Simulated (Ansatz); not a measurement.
# Moving the knobs of a GW run on Ta2O5 (Pmmm)

A base run on Ta2O5 (Pmmm), then changed inputs.

Calculated with Ansatz 0.2.0; G0W0 on LDA, plane waves, PAW; PAW set soft_1.

### Step 1. The structure

Symmetry: Pmmm, No. 47, orthorhombic system. Conventional cell: a = 3.677 Å, b = 3.897 Å, c = 6.217 Å, α = 90.00°, β = 90.00°, γ = 90.00°. Ta has 6 O at 1.95 to 2.15 Å nearest. Ta has 6 O at 1.84 to 2.00 Å nearest. Nearest to O lie 3 Ta at 2.00 to 2.15 Å. Nearest to O lie 2 Ta at 1.95 Å. Nearest to O lie 2 Ta at 1.84 Å. Nearest to O lie 2 Ta at 1.95 Å. Farther neighbours and most contacts between anions are not listed.

Geometry: measured cell, ions relaxed with LDA. The runs that relaxed it are not among those shown. Spin-orbit coupling is left out unless a step names it.

### Step 2. The base run: 4×4×2 mesh, 71 empty bands, screening to 50 eV, PAW set soft_1 files

Now the one-shot GW correction: screening in the RPA, then the self-energy of the levels asked for. This step takes PAW set soft_1 files.

Contents of input.yaml:

```yaml
crystal:
  lattice:
    - [3.677, 0.0, 0.0]
    - [0.0, 3.897, 0.0]
    - [0.0, 0.0, 6.217]
  atoms:
    - { symbol: Ta, position: [0.5, 0.0, 0.5] }
    - { symbol: Ta, position: [0.0, 0.0, 0.0] }
    - { symbol: O, position: [0.0, 0.0, 0.3219126261] }
    - { symbol: O, position: [0.0, 0.0, 0.6780873739] }
    - { symbol: O, position: [0.5, 0.5, 0.5] }
    - { symbol: O, position: [0.5, 0.0, 0.0] }
    - { symbol: O, position: [0.0, 0.5, 0.0] }
kpoints:
  mp_grid: { grid: [4, 4, 2] }
hamiltonian:
  xc: lda
  pseudopotentials: { kind: paw, azcp: { folder: soft_1 }, xc_functional: pbe }
scf:
  occupations: { method: fixed }
gw:
  n_empty_bands: 71
  ecut_chi: 50
  qp_bands: [v2, c2]
  qp_kpoints: band_edges
  screening: { model: contour_deformation }
```

The run is started by

```sh
ansatz run input.yaml --threads 3 --pin off --max-ram 92160MiB --backend cuda --events-out ev --progress --plain --runs-dir out --devices 1 --max-vram 13GiB
```

Numbers of over 12 decimals in the logs are rounded to 6 here.

Output:

```text
GPUs: using 1 of 1 available (devices: 1).
Engine: ansatz 0.2.0, x86_64-unknown-linux-gnu
Pseudopotentials: kind: paw
Pseudopotential: Ta, paw, valence charge 13, recommended cutoff 420 eV (normal), soft_1/Ta.paw.azcp
Pseudopotential: O, paw, valence charge 6, recommended cutoff 420 eV (normal), soft_1/O.paw.azcp
Functional definition: SPW92
  exchange = slater_x
  correlation = pw_c
device memory: the entry about to start is reckoned to put 1.3 GiB on a device that reports 56.3 GiB free (of which the cap on the GPU budget leaves the run 13.0 GiB)
GPU FFT provider: cuFFT
GPU libraries: cuBLAS 13.8.2, cuFFT 12.4.0, cuSOLVER 12.3.4
Crystal: 7 atoms, lattice volume = 89.085 Å³
Basis set: ecut = 420 eV, 1749 PW (Γ)
Bands: 35, of which v1, the nominal top of the filled ones, is band 28 counted from 1 (27 counted from 0)
Symmetry: 8 space group operations
Space group: Pmmm (ITA 47), of the structure as read, at distance tolerance 4.5e-5 Å
k-points: 18 of 32
Non-local potential: Ta, projectors of the file, l = 0: 3, l = 1: 2, l = 2: 2, l = 3: 1
Non-local potential: O, projectors of the file, l = 0: 2, l = 1: 2, l = 2: 1
PAW form: soft (Blöchl's): semilocal exchange-correlation on the pseudo side does not see the compensation charge
PAW frozen core: Ta, regenerated for the run's functional, and the local potential with it (the file was generated under x = pbe(κ = 0.804, μ = 0.219515), c = pbe(β = 0.066725))
PAW frozen core: O, regenerated for the run's functional, and the local potential with it (the file was generated under x = pbe(κ = 0.804, μ = 0.219515), c = pbe(β = 0.066725))
PAW one-centre angular grid: Ta, 590 points (default); XC on 64 Gauss nodes
PAW one-centre angular grid: O, 110 points (default); XC on 64 Gauss nodes
Initial density: superposition of atomic densities (chi_scale 0.1, normalization cell, long waves kept (reshape's long-wave potential 0.02 eV rms))
Initial wavefunctions: pseudopotential atomic-orbital guess
GPU buffer pool allocated for 30375 grid points (all kernels)
GPU transforms: local potential and band sums: pruned to the plane-wave sphere, on 25×27×45
Functional: x = slater, c = lda
SCF iter   1: F=—  HF=-22149.410162 eV  |F-HF|=—  |Δ(HF+E_count)|=         —  Δρ=7.26e-2  dr2=4.81e0  ethr=3.10e-3  ⟨swp⟩=3.9  Hψ=2257  notcnv=0  defer=51
preconditioner: auto → Resta (q_TF=auto, 2.525 Å⁻¹)  ε∞=5.9  [insulator: Δε(μ)=2.418 eV  Ē_g=11.243 eV  n_scr=20 (ndim 8)  ℏωp=24.9 eV  f_vac=0.012  ε∞_Penn≈5.9]
SCF iter   2: F=—  HF=-22148.415034 eV  |F-HF|=—  |Δ(HF+E_count)|=   9.95e-1  Δρ=3.79e-2  dr2=9.63e-1  ethr=3.10e-3  ⟨swp⟩=2.0  Hψ=1174  notcnv=0  defer=67
SCF iter   3: F=—  HF=-22148.179547 eV  |F-HF|=—  |Δ(HF+E_count)|=   2.35e-1  Δρ=1.63e-2  dr2=2.83e-1  ethr=1.72e-3  ⟨swp⟩=2.0  Hψ=855  notcnv=0  defer=81
[...]
E_kinetic    = 1609.278467
  E_local      = -3731.176799  (includes V_loc(G=0)·N_el)
  E_nonlocal   = 264.881191
  E_hartree    = 1355.055344
  E_xc         = -982.159590
  E_vxc        = -911.881725  (∫ρ·V_xc dr)
  E_paw        = -16875.547024  (= ΣΔE_a)
  E_vpaw       = -438.495924  (= ΣTr[D̂ρ^β])
  E_aug_tail   = 0.004152  (compensation charges beyond the density's cutoff)
  E_ewald      = -3789.445958
  E_core_change = 1.002601  (= ΣΔE_core)
  E_smearing   = -0.000000  (= −TS)
  E_closure    = 0.000000  (closes the sum)
  Σ components = -22148.107616   (vs F -22148.107616, Δ=0.00e0)
--- Band table (eV; the first three rows and the last of 18) ---
  k-point 0: bands = [... 24 lower, 7.2069, 7.8752, 7.8795, 8.0694, 9.0353, 9.4857, 9.9023, 10.8133, ... 3 higher]
  k-point 1: bands = [... 24 lower, 6.6778, 7.4276, 7.8492, 8.0648, 9.5044, 9.9516, 10.2189, 10.9535, ... 3 higher]
  k-point 2: bands = [... 24 lower, 6.5997, 7.2269, 7.4380, 7.7676, 9.1780, 10.8417, 11.0853, 11.2278, ... 3 higher]
  k-point 17: bands = [... 24 lower, 5.5425, 6.2569, 7.8494, 8.7401, 9.5806, 12.0074, 12.1177, 12.9439, ... 3 higher]
--- G₀W₀: contour deformation, 8 samples at zero and on the imaginary axis and 1 off it, 32 q-points, 71 empty bands' worth ---
  eigenvalues of the whole cell's RPA ε∞ on this k-mesh (on a slab, of 1 + 4πα/V) = 6.9410, 7.5467, 12.3840; static W/v taken at q = 0 is 0.116041
  gw.qp_kpoints: band_edges: 12 of 18 stored k-points solved, in 1 pass; an edge of the gap read off the rows below is read off those points alone
    valence top: of the k-points left out ik 11 came nearest to being solved in a further pass, in band 28 (counted from 1, as in the quasiparticle table): it holds the edge there only if its correction is more favourable than any solved in that band by at least 0.554 eV; those differ by 0.097 eV
    conduction bottom: of the k-points left out ik 15 came nearest to being solved in a further pass, in band 29 (counted from 1, as in the quasiparticle table): it holds the edge there only if its correction is more favourable than any solved in that band by at least 0.543 eV; those differ by 0.198 eV
    ik  band        ε_KS         Σx   Σc(E_QP)       V_xc       Z   E_QP_lin       E_QP  E_QP is
     0    27      7.8795   -26.0643     4.8878   -21.3411  0.6854     8.0394     8.0441  root
     0    28      8.0694   -26.2118     5.1620   -21.1083  0.6777     8.1271     8.1278  root
     0    29      9.0353   -11.1342    -5.0561   -17.4170  0.7263    10.2416    10.2621  root
     0    30      9.4857   -13.4201    -4.4569   -19.2982  0.7425    10.8879    10.9069  root
     1    27      7.8492   -27.6852     5.0737   -22.7107  0.7013     7.9468     7.9484  root
     1    28      8.0648   -26.2122     5.1665   -21.1038  0.6774     8.1222     8.1229  root
     1    29      9.5044   -13.4404    -4.4915   -19.3564  0.7417    10.9113    10.9289  root
     1    30      9.9516   -13.2234    -4.9802   -19.5022  0.6969    11.2066    11.2502  root
[...]
17    27      7.8494   -25.9778     5.0625   -21.0783  0.6838     8.0087     8.0124  root
    17    28      8.7401   -26.4093     5.1702   -21.3700  0.6884     8.8686     8.8710  root
    17    29      9.5806   -12.7095    -5.4938   -19.5674  0.6996    10.9149    10.9448  root
    17    30     12.0074   -15.9362    -4.7734   -22.1947  0.7215    13.4624    13.4925  root
[key lines of the parts left out:]
SCF converged after 12 iterations
Free energy (F): -22148.107616 eV
Fermi energy:    8.740122 eV
```

Elapsed: 19 s, on 1 × NVIDIA H100 80GB HBM3 (shared by 6 runs) with 3 threads of AMD EPYC 7R13 (Zen 3), shared host; peak memory 1.1 GiB; 26 s of CPU time.

Numbers from this step:

| Property | Result |
| --- | --- |
| bands summed | 99 |
| RPA ε∞ on this mesh (eigenvalues) | 6.941, 7.547, 12.38 |
| plane waves in the screening matrix | 67 |
| q-points in the mesh | 32 |
| G0W0 gap on the mesh | 1.353 eV |
| k of the valence top | -0.5, -0.5, -0.5 |
| k of the conduction bottom | -0.5, 0, 0 |
| starting gap on the mesh | 0.1975 eV |
| Z at the valence top | 0.6884 |
| Z at the conduction bottom | 0.7389 |
| least direct G0W0 gap on the computed points | 1.487 eV |

The gap on the mesh goes from 0.20 eV to 1.35 eV, a correction of +1.16 eV. Between the two edge states, bare exchange in place of the xc potential would open the gap by 10.71 eV, and correlation takes back 9.56 eV.

### Step 3. Variant: no symmetry

Edit input.yaml of step 2 so:

```diff
@@ -13,2 +13,3 @@
     - { symbol: O, position: [0.0, 0.5, 0.0] }
+  symmetry: { detect: false }
 kpoints:
@@ -21,4 +22,4 @@
 gw:
-  n_empty_bands: 71
-  ecut_chi: 50
+  n_empty_bands: 94
+  ecut_chi: 60
   qp_bands: [v2, c2]
```

Output:

```text
GPUs: using 1 of 1 available (devices: 1).
[...]
GPU FFT provider: cuFFT
GPU libraries: cuBLAS 13.8.2, cuFFT 12.4.0, cuSOLVER 12.3.4
Crystal: 7 atoms, lattice volume = 89.085 Å³
Basis set: ecut = 420 eV, 1749 PW (Γ)
Bands: 35, of which v1, the nominal top of the filled ones, is band 28 counted from 1 (27 counted from 0)
Symmetry: 1 space group operations
k-points: 20 of 32 (time reversal used)
[...]
GPU buffer pool allocated for 30375 grid points (all kernels)
[...]
SCF iter   1: F=—  HF=-22149.409125 eV  |F-HF|=—  |Δ(HF+E_count)|=         —  Δρ=7.25e-2  dr2=4.81e0  ethr=3.10e-3  ⟨swp⟩=4.2  Hψ=2389  notcnv=0  defer=71
[...]
SCF iter  12: F=-22148.107616 eV  HF=-22148.107616 eV  |F-HF|=7.56e-9  |Δ(HF+E_count)|=   3.60e-8  Δρ=3.68e-6  dr2=1.25e-8  ethr=1.79e-10  ⟨swp⟩=1.0  Hψ=1762  notcnv=0
SCF 1 converged in 12 iterations: F = -22148.107616 eV  dr2 = 1.25e-8
[...]
NSCF: frozen V_eff on 20 k-points, pencils in batches of 32, up to order 140
[...]
NSCF: frozen V_eff on 20 k-points
G₀W₀ screening: q 1/20
[... further progress lines ...]
[...]
SCF converged after 12 iterations
Free energy (F): -22148.107616 eV
[...]
Internal energy: -22148.107616 eV  (E = F + TS)
E sigma→0 (E₀):  -22148.107616 eV
Fermi energy:    8.740168 eV
[...]
--- Band table (eV; the first three rows and the last of 20) ---
  k-point 0: bands = [... 24 lower, 7.2069, 7.8752, 7.8795, 8.0694, 9.0353, 9.4857, 9.9023, 10.8133, ... 3 higher]
  k-point 1: bands = [... 24 lower, 6.6778, 7.4277, 7.8493, 8.0649, 9.5044, 9.9516, 10.2189, 10.9535, ... 3 higher]
  k-point 2: bands = [... 24 lower, 6.5998, 7.2270, 7.4379, 7.7676, 9.1780, 10.8417, 11.0853, 11.2278, ... 3 higher]
  k-point 19: bands = [... 24 lower, 5.5425, 6.2569, 7.8494, 8.7402, 9.5806, 12.0074, 12.1177, 12.9439, ... 3 higher]
[...]
0    27      7.8795   -26.0640     4.8753   -21.3408  0.6835     8.0274     8.0316  root
     0    28      8.0694   -26.2116     5.1460   -21.1082  0.6750     8.1115     8.1120  root
     0    29      9.0353   -11.1342    -5.1509   -17.4170  0.7246    10.1484    10.1672  root
     0    30      9.4857   -13.4201    -4.5691   -19.2982  0.7408    10.7743    10.7947  root
     1    27      7.8493   -27.6852     5.0630   -22.7107  0.6996     7.9365     7.9378  root
     1    28      8.0649   -26.2120     5.1500   -21.1037  0.6747     8.1061     8.1065  root
     1    29      9.5044   -13.4404    -4.6041   -19.3564  0.7400    10.7970    10.8163  root
     1    30      9.9516   -13.2234    -5.0797   -19.5022  0.6946    11.1133    11.1508  root
[...]
19    27      7.8494   -25.9778     5.0392   -21.0783  0.6813     7.9862     7.9891  root
    19    28      8.7402   -26.4093     5.1456   -21.3700  0.6854     8.8448     8.8465  root
    19    29      9.5806   -12.7095    -5.5952   -19.5674  0.6976    10.8132    10.8433  root
    19    30     12.0074   -15.9362    -4.8638   -22.1947  0.7194    13.3704    13.4021  root
```

It took 18 s on 1 × NVIDIA H100 80GB HBM3 (shared by 6 runs) with 3 threads; peak memory 1.1 GiB; 16 s of CPU time.

The G0W0 gap on the mesh is 1.285 eV.

Against the base:

```csv
setting,base,variant
empty bands,71,94
screening cutoff (eV),50,60
symmetry detection,-,false
```

```csv
quantity,variant,base
starting gap on the mesh,0.197,0.198
G0W0 gap on the mesh,1.285,1.353
least direct G0W0 gap on the computed points,1.415,1.487
Z at the valence top,0.685,0.688
Z at the conduction bottom,0.737,0.739
```

### Step 4. Results

```
base        : 1.35 eV, 19 s
no symmetry : 1.29 eV, 18 s
```

What this shows: No symmetry: the gap moves by −0.07 eV. The variant differs from the base in empty bands, screening cutoff and symmetry detection together, so the change can't be laid to one of them. Symmetry itself changes the cost, not the physics. All runs here use a coarse mesh and modest cutoffs; they test settings and are not final values. The 4×4×2 mesh is coarse for this cell (its supercell is 12 Å along the shortest edge). The RPA ε∞ on it, from the LDA start, is 6.94, 7.55 and 12.38; such meshes misread the long-range screening, most where the gap is narrow. The many-body steps are scalar-relativistic: spin-orbit coupling is not in them.

[Paths, hosts, dates, memory and timing lines, banners, echoed tables and standing remarks are left out of the program output.]

[Logs are printed without paths, hosts, clocks, repeated set-up lines and the standing remarks that a program may print on its own settings, such as how far it seeks lower states.]

[Runs of the session that timed out or met a known fault of the program may be left out.]

[Cells called generated may have been cut or substituted from an entry of the Crystallography Open Database or the Materials Project.]

[Hosts, paths, dates, database ids (printed as entryN), source tags and the programs' standing remarks are cut or masked in the printed files.]
